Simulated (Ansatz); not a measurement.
# HfZnO3 in Pmc2_1, a phase reached by a soft mode: a soft mode frozen in

Wanted: the energy along a soft mode of HfZnO3 in Pmc2_1, a phase reached by a soft mode and the structure at the end.

Calculated with Ansatz 0.2.0; DFT PBEsol, scalar-relativistic, plane waves, PAW; PAW set soft_1.

Report form: the programs' logs are mostly left out.

The structure was built from a prototype and need not be the compound's stable phase.

**1. Set-up**

The structure is orthorhombic, space group Pmc2_1 (No. 26). Conventional cell: a = 3.512 Å, b = 6.930 Å, c = 5.264 Å, α = 90.00°, β = 90.00°, γ = 90.00°. Nearest to Zn lie 4 O at 1.96 to 2.21 Å. Hf has 5 O at 1.92 to 2.10 Å nearest. O has 2 Zn at 1.96 Å and 1 Hf at 2.10 Å nearest. Nearest to O lie 2 Hf at 1.92 to 1.99 Å. O has 2 Hf at 2.04 Å and 2 Zn at 2.06 to 2.21 Å nearest. Farther neighbours and most contacts between anions are not listed.

**2. Linear response at the zone centre**

This phase was reached earlier by freezing in an unstable mode of a structure of higher symmetry and relaxing. Its zone-centre modes can show that it is still unstable.

The input, input.yaml:

```yaml
crystal:
  lattice:
    - [3.5117176667, 0.0, 0.0]
    - [0.0, 6.9297840549, 0.0]
    - [0.0, 0.0, 5.2642289147]
  atoms:
    - { symbol: Zn, position: [0.0, 0.8697306001, 0.4958309722] }
    - { symbol: Zn, position: [0.0, 0.1302693999, 0.9958309722] }
    - { symbol: Hf, position: [0.5, 0.3017348898, 0.4989344236] }
    - { symbol: Hf, position: [0.5, 0.6982651102, 0.9989344236] }
    - { symbol: O, position: [0.5, 0.858522866, 0.6596987008] }
    - { symbol: O, position: [0.5, 0.5409324831, 0.3162264464] }
    - { symbol: O, position: [0.5, 0.4590675169, 0.8162264464] }
    - { symbol: O, position: [0.5, 0.141477134, 0.1596987008] }
    - { symbol: O, position: [0.0, 0.1773674282, 0.6099655378] }
    - { symbol: O, position: [0.0, 0.8226325718, 0.1099655378] }
kpoints:
  mp_grid: { grid: [6, 4, 4] }
hamiltonian:
  xc: pbesol
  pseudopotentials: { kind: paw, azcp: { folder: soft_1 }, xc_functional: pbe }
scf:
  occupations: { method: fixed }
output:
  eigenvalues: true
phonons:
  method: dfpt
  dielectric: true
  rigid_motions: translations
```

The run is started by

```bash
ansatz run input.yaml --threads 8 --pin off --max-ram 16384MiB --backend cpu --events-out ev --progress --plain --runs-dir out
```

The job ended after 2.8 min (8 threads of Arm Neoverse V2, shared host; peak memory 2.4 GiB).

A gap read on the k-mesh alone can miss the band edges.

This step gave:

| Item | Value |
| --- | --- |
| gap on the k-mesh | 1.710 eV |
| volume per atom | 12.81 Å³ |
| sum-rule residual before enforcement | 1.29e-4 eV/Å² |
| miss of the charge sum rule | 0.01095 e |
| estimated error of the dielectric tensor | 0.01553 |
| estimated error of the Born charges | 0.03060 e |
| point group | mm2 |
| highest optical mode at the zone centre (no LO-TO term) | 877.6 cm⁻¹ |
| lowest optical zone-centre mode | -140.2 cm⁻¹ |
| mean high-frequency dielectric constant | 4.627 |
| largest Born charge (third of the trace) | 4.793 e |
| top of the zone-centre spectrum with the field | 931.2 cm⁻¹ |

Patterns of degenerate modes are one choice out of their space. Modes at Γ, with each element's share of the kinetic energy (negative means imaginary):

| mode | frequency (cm⁻¹) | symmetry | Zn % | Hf % | O % |
| --- | --- | --- | --- | --- | --- |
| 1 | -140.2 | A2 | 0 | 1 | 99 |
| 2 | 0.0 | acoustic | 22 | 61 | 16 |
| 3 | 0.0 | acoustic | 22 | 61 | 16 |
| 4 | 0.0 | acoustic | 22 | 61 | 16 |
| 5 | 74.7 | A2 | 76 | 9 | 14 |
| 6 | 86.6 | A2 | 8 | 84 | 8 |
| 7 | 94.8 | A1 | 94 | 4 | 2 |
| 8 | 103.0 | B1 | 52 | 12 | 36 |
| 9 | 121.5 | B2 | 65 | 20 | 15 |
| 10 | 130.9 | B2 | 49 | 40 | 10 |
| 11 | 144.0 | A1 | 4 | 53 | 43 |
| 12 | 164.7 | B1 | 11 | 20 | 69 |
| 13 | 175.8 | A1 | 71 | 27 | 2 |
| 14 | 225.8 | B2 | 45 | 24 | 31 |
| 15 | 239.3 | B2 | 9 | 39 | 52 |
| 16 | 246.6 | A1 | 4 | 6 | 90 |
| 17 | 277.0 | A1 | 2 | 32 | 66 |
| 18 | 282.3 | B2 | 8 | 4 | 88 |
| 19 | 353.1 | A1 | 2 | 5 | 93 |
| 20 | 409.9 | A1 | 1 | 5 | 93 |
| 21 | 430.1 | B2 | 1 | 1 | 98 |
| 22 | 453.6 | B1 | 14 | 1 | 84 |
| 23 | 463.6 | A2 | 15 | 0 | 85 |
| 24 | 470.2 | B2 | 0 | 6 | 94 |
| 25 | 504.6 | B2 | 0 | 2 | 98 |
| 26 | 556.1 | A1 | 0 | 3 | 97 |
| 27 | 598.5 | A2 | 0 | 6 | 94 |
| 28 | 608.2 | B1 | 0 | 6 | 94 |
| 29 | 673.4 | A1 | 0 | 3 | 97 |
| 30 | 877.6 | B2 | 0 | 2 | 98 |

Displacements in mode 1 (-140.2 cm⁻¹), the largest set to 1:
```
Zn1  0.01  0.00  0.00
Zn2 -0.01  0.00  0.00
Hf3  0.03  0.00  0.00
Hf4 -0.03  0.00  0.00
O5   0.05  0.00  0.00
O6   1.00  0.00  0.00
O7  -1.00  0.00  0.00
O8  -0.05  0.00  0.00
O9  -0.10  0.00  0.00
O10  0.10  0.00  0.00
```

Displacements in mode 8 (103.0 cm⁻¹), the largest set to 1:
```
Zn1  0.67  0.00  0.00
Zn2  0.67  0.00  0.00
Hf3 -0.20  0.00  0.00
Hf4 -0.20  0.00  0.00
O5   0.53  0.00  0.00
O6  -1.00  0.00  0.00
O7  -1.00  0.00  0.00
O8   0.53  0.00  0.00
O9  -0.08  0.00  0.00
O10 -0.08  0.00  0.00
```

Before it was imposed, the acoustic sum rule was missed by 1.3e-4 eV/Å² and the charge sum rule by 0.011 e. Small misses are needed for a sound result but don't prove that mesh and cutoff are converged. The lowest optical mode is imaginary, 140.2i cm⁻¹, so the energy falls along it.

The log warns of the k mesh: “the force constants stand on the 6×4×4 k-mesh, whose period is 12.74 times the interband length at k = (0.0000, 0.0000, 0.0000), direct gap 1.739 eV, under 14: take them and everything formed from them as unconverged”.

**3. The mode frozen in, largest atomic shift 0 Å**

The mode followed lies at Γ with frequency 140.2i cm⁻¹, the softest among the wavevectors solved. At small amplitude the distorted cell has space group no. 4 by a symmetry search on the positions. The undistorted cell that holds it gives the zero of energy on the same k mesh.

input.yaml, as its differences from that of step 2:

```diff
@@ -22,8 +22,6 @@
 scf:
-  occupations: { method: fixed }
+  occupations: { method: gaussian, width: 0.02 }
 output:
+  forces: true
+  stress: true
   eigenvalues: true
-phonons:
-  method: dfpt
-  dielectric: true
-  rigid_motions: translations
```

The job ended after 4.9 s (8 threads; peak memory 0.73 GiB).

Numbers from this step:

```
pressure                         : -0.002290 GPa
energy from the undistorted cell : 0 meV/atom
```

At this level the gap is 1.71 eV on the k-mesh of the self-consistent run, which can miss the band edges.

**4. The mode frozen in, largest atomic shift 0.32 Å**

The atoms are moved along the unstable eigenvector, the largest shift by 0.32 Å, with the cell fixed.

input.yaml, the sections that differ from step 3:

```yaml
crystal:
  lattice:
    - [3.5117176667, 0.0, 0.0]
    - [0.0, 6.9297840549, 0.0]
    - [0.0, 0.0, 5.2642289147]
  atoms:
    - { symbol: Zn, position: [-0.0010017868, 0.8697306001, 0.4958309722] }
    - { symbol: Zn, position: [0.0010017868, 0.1302693999, 0.9958309722] }
    - { symbol: Hf, position: [0.4976095686, 0.3017348898, 0.4989344236] }
    - { symbol: Hf, position: [0.5023904314, 0.6982651102, 0.9989344236] }
    - { symbol: O, position: [0.4952816127, 0.858522866, 0.6596987008] }
    - { symbol: O, position: [0.4088765014, 0.5409324831, 0.3162264464] }
    - { symbol: O, position: [0.5911234986, 0.4590675169, 0.8162264464] }
    - { symbol: O, position: [0.5047183873, 0.141477134, 0.1596987008] }
    - { symbol: O, position: [0.0086648426, 0.1773674282, 0.6099655378] }
    - { symbol: O, position: [-0.0086648426, 0.8226325718, 0.1099655378] }
# kpoints, hamiltonian, scf, output: as in step 3
```

Elapsed: 5.8 s, on 8 threads; peak memory 0.76 GiB.

Numbers from this step:

```yaml
pressure: -2.066 GPa
gap_on_the_k_mesh: 1.921 eV
energy_from_the_undistorted_cell: -7.143 meV/atom
```

The energy, extrapolated to zero smearing, is -7.14 meV/atom against the undistorted cell.

The run ends at a pressure of -2.07 GPa, with forces up to 0.64 eV/Å.

**5. Energy along the mode, all amplitudes (two of the runs are shown above)**

An imaginary frequency means negative curvature, so the energy should fall and then rise again as anharmonic terms take over.

This step gave:

| Item | Value |
| --- | --- |
| depth at the lowest point sampled | 7.143 meV/atom |
| largest atomic shift at that point | 0.32 Å |

Table of energy from the parent by largest atomic shift:

| largest atomic shift (Å) | energy from the parent (meV/atom) |
| --- | --- |
| 0.000 | 0 |
| 0.040 | -0.187 |
| 0.080 | -0.733 |
| 0.140 | -2.11 |
| 0.220 | -4.54 |
| 0.320 | -7.14 |
| 0.450 | -6.30 |
| 0.600 | 6.38 |

Displacement at unit largest shift by atom:

| atom | x (Å) | y (Å) | z (Å) | size |
| --- | --- | --- | --- | --- |
| Zn1 | -0.01 | 0.00 | 0.00 | 0.01 |
| Zn2 | 0.01 | 0.00 | 0.00 | 0.01 |
| Hf3 | -0.03 | 0.00 | 0.00 | 0.03 |
| Hf4 | 0.03 | 0.00 | 0.00 | 0.03 |
| O5 | -0.05 | 0.00 | 0.00 | 0.05 |
| O6 | -1.00 | 0.00 | 0.00 | 1.00 |
| O7 | 1.00 | 0.00 | 0.00 | 1.00 |
| O8 | 0.05 | 0.00 | 0.00 | 0.05 |
| O9 | 0.10 | 0.00 | 0.00 | 0.10 |
| O10 | -0.10 | 0.00 | 0.00 | 0.10 |

The lowest of the steps tried is at 0.32 Å, 7.14 meV/atom below the parent; the bottom of the well need not coincide with a step.

**6. Relaxation from the frozen mode**

Starting from the lowest point found, all atoms and the cell are let go, so that strain and other modes of the same symmetry can join in.

input.yaml, as its differences from that of step 4:

```diff
@@ -22,3 +22,3 @@
 scf:
-  occupations: { method: gaussian, width: 0.02 }
+  occupations: { method: fixed }
 output:
@@ -27 +27,6 @@
   eigenvalues: true
+relax:
+  adjacent_minimum: "off"
+  f_tol: 0.002
+  max_steps: 120
+  cell: { stress_tol: 0.03 }
```

Elapsed: 2.1 min, on 8 threads; peak memory 0.84 GiB.

Step by step:

| step | energy less that of the first step (eV) | largest force component (eV/Å) | pressure (GPa) | volume (Å³) |
| --- | --- | --- | --- | --- |
| 1 | 0.0000 | 0.6237 | -2.07 | 128.11 |
| 2 | -0.0940 | 0.2933 | -0.10 | 126.66 |
| 3 | -0.2867 | 0.4019 | 0.34 | 124.93 |
| 4 | -0.4758 | 0.4384 | -0.50 | 123.84 |
| 5 | -0.6147 | 0.5101 | -1.50 | 123.15 |
| 6 | -1.0335 | 0.7039 | -3.09 | 121.69 |
| 7 | -1.3602 | 0.7434 | -0.97 | 118.99 |
| 8 | -1.7774 | 0.3583 | 2.23 | 117.56 |
| 9 | -1.5318 | 0.9002 | 3.60 | 115.91 |
| 10 | -1.8609 | 0.5213 | 0.14 | 117.80 |
| 11 | -1.8616 | 0.4478 | -0.01 | 118.34 |
| 12 | -1.8733 | 0.0316 | -0.43 | 118.32 |
| 13 | -1.8746 | 0.0044 | 0.02 | 118.08 |
| 14 | -1.8745 | 0.0009 | 0.00 | 118.10 |
| 15* | -1.9062 | 0.0071 | 0.33 | 118.10 |
| 16 | -1.9098 | 0.0126 | 0.12 | 118.31 |
| 17 | -1.9097 | 0.0052 | 0.00 | 118.41 |
| 18 | -1.9097 | 0.0034 | -0.01 | 118.41 |
| 19 | -1.9097 | 0.0019 | 0.00 | 118.40 |
| 20* | -1.9109 | 0.0019 | 0.02 | 118.40 |
| 21 | -1.9109 | 0.0003 | 0.00 | 118.42 |
| 22* | -1.9110 | 0.0003 | 0.00 | 118.42 |

Relaxation steps marked * repeat the geometry before them on a plane-wave basis chosen anew for their cell, so energy and pressure can jump there. Relaxation step 9 was tried and not accepted.

Forces are held to the 2 operations that the run works with; a distortion that breaks them can't arise in this run.

| cell as run | before | after | change |
| --- | --- | --- | --- |
| a (Å) | 3.512 | 3.228 | -8.1 % |
| b (Å) | 6.930 | 7.347 | +6.0 % |
| c (Å) | 5.264 | 5.118 | -2.8 % |
| γ (°) | 90.00 | 102.69 | +14.1 % |
| volume (Å³/atom) | 12.81 | 11.84 | -7.6 % |

The atoms that moved most (Å, as changes of fractional coordinates times the final cell):

| atom | dx | dy | dz | length |
| --- | --- | --- | --- | --- |
| O6 | -0.491 | -0.341 | -0.034 | 0.598 |
| O7 | 0.491 | 0.341 | -0.034 | 0.598 |
| Hf3 | 0.525 | 0.220 | -0.151 | 0.589 |
| Hf4 | -0.525 | -0.220 | -0.151 | 0.589 |
| Zn2 | 0.172 | -0.309 | -0.024 | 0.355 |
| Zn1 | -0.172 | 0.309 | -0.024 | 0.355 |
| O10 | -0.265 | -0.040 | 0.122 | 0.294 |
| O9 | 0.265 | 0.040 | 0.122 | 0.294 |

This step gave:

```
pressure          : -1.29e-4 GPa
gap on the k-mesh : 3.386 eV
volume per atom   : 11.84 Å³
```

The distorted start has space group P2_1; the relaxation ends in Cmc2_1.

**7. The new phase in its own primitive cell**

The relaxed structure is symmetrised, reduced to its primitive cell and relaxed tightly, as its phonons need.

The input, input.yaml:

```yaml
crystal:
  lattice:
    - [1.614097035, -7.1679128009, 0.0]
    - [1.614097035, 7.1679128009, 0.0]
    - [0.0, 0.0, 5.1176596086]
  atoms:
    - { symbol: Zn, position: [0.045030074, 0.954969926, 0.9911732865] }
    - { symbol: Zn, position: [0.954969926, 0.045030074, 0.4911732865] }
    - { symbol: Hf, position: [0.3294217619, 0.6705782381, 0.9695089042] }
    - { symbol: Hf, position: [0.6705782381, 0.3294217619, 0.4695089042] }
    - { symbol: O, position: [0.5773446299, 0.4226553701, 0.1766087357] }
    - { symbol: O, position: [0.7570669794, 0.2429330206, 0.8096338138] }
    - { symbol: O, position: [0.2429330206, 0.7570669794, 0.3096338138] }
    - { symbol: O, position: [0.4226553701, 0.5773446299, 0.6766087357] }
    - { symbol: O, position: [0.9062620548, 0.0937379452, 0.1337313406] }
    - { symbol: O, position: [0.0937379452, 0.9062620548, 0.6337313406] }
kpoints:
  mp_grid: { grid: [6, 6, 4] }
hamiltonian:
  xc: pbesol
  pseudopotentials: { kind: paw, azcp: { folder: soft_1 }, xc_functional: pbe }
scf:
  occupations: { method: fixed }
output:
  forces: true
  stress: true
  eigenvalues: true
relax:
  adjacent_minimum: "off"
  f_tol: 0.001
  max_steps: 60
  cell: { stress_tol: 0.01 }
```

Elapsed: 29 s, on 8 threads; peak memory 0.78 GiB.

Little changed from the start: no atom moved by 0.005 Å and no cell edge by 0.1 %.

Numbers from this step:

- pressure: -4.99e-4 GPa
- direct gap on mesh: 3.482 eV

The largest force component left is 0.48 meV/Å and the pressure is 0.000 GPa, within the tolerances set. The cell now holds 11.84 Å³/atom.

**8. Modes of the new phase**

A relaxed structure may still be a saddle point, so its zone-centre modes are computed. The response to a homogeneous field gives the Born charges and the dielectric tensor.

The input, input.yaml:

```yaml
crystal:
  lattice:
    - [1.6140690512, -7.1678799333, 0.0]
    - [1.6140690512, 7.1678799333, 0.0]
    - [0.0, 0.0, 5.1178179977]
  atoms:
    - { symbol: Zn, position: [0.0451481357, 0.9548518643, 0.9911805217] }
    - { symbol: Zn, position: [0.9548518643, 0.0451481357, 0.4911805217] }
    - { symbol: Hf, position: [0.3295385886, 0.6704614114, 0.9695077219] }
    - { symbol: Hf, position: [0.6704614114, 0.3295385886, 0.4695077219] }
    - { symbol: O, position: [0.5774615512, 0.4225384488, 0.1766142676] }
    - { symbol: O, position: [0.7571839394, 0.2428160606, 0.8096238652] }
    - { symbol: O, position: [0.2428160606, 0.7571839394, 0.3096238652] }
    - { symbol: O, position: [0.4225384488, 0.5774615512, 0.6766142676] }
    - { symbol: O, position: [0.9063813325, 0.0936186675, 0.1337297044] }
    - { symbol: O, position: [0.0936186675, 0.9063813325, 0.6337297044] }
kpoints:
  mp_grid: { grid: [6, 6, 4] }
hamiltonian:
  xc: pbesol
  pseudopotentials: { kind: paw, azcp: { folder: soft_1 }, xc_functional: pbe }
scf:
  occupations: { method: fixed }
output:
  eigenvalues: true
phonons:
  method: dfpt
  dielectric: true
  rigid_motions: translations
```

Wall time 5 min (8 threads); peak memory 3 GiB.

This step gave:

```
sum-rule residual before enforcement                    : 8.30e-5 eV/Å²
miss of the charge sum rule                             : 0.009655 e
estimated error of the dielectric tensor                : 0.01907
estimated error of the Born charges                     : 0.02936 e
highest optical mode at the zone centre (no LO-TO term) : 721.1 cm⁻¹
lowest optical zone-centre mode                         : 61.69 cm⁻¹
mean high-frequency dielectric constant                 : 4.682
largest Born charge (third of the trace)                : 5.377 e
mean static dielectric constant                         : 25.34
top of the zone-centre spectrum with the field          : 721.1 cm⁻¹
```

[end of part 1 of 2]

[Logs are printed without paths, hosts, clocks, repeated set-up lines and the standing remarks that a program may print on its own settings, such as how far it seeks lower states.]

[Hosts, paths, dates, database ids (printed as entryN), source tags and the programs' standing remarks are cut or masked in the printed files.]
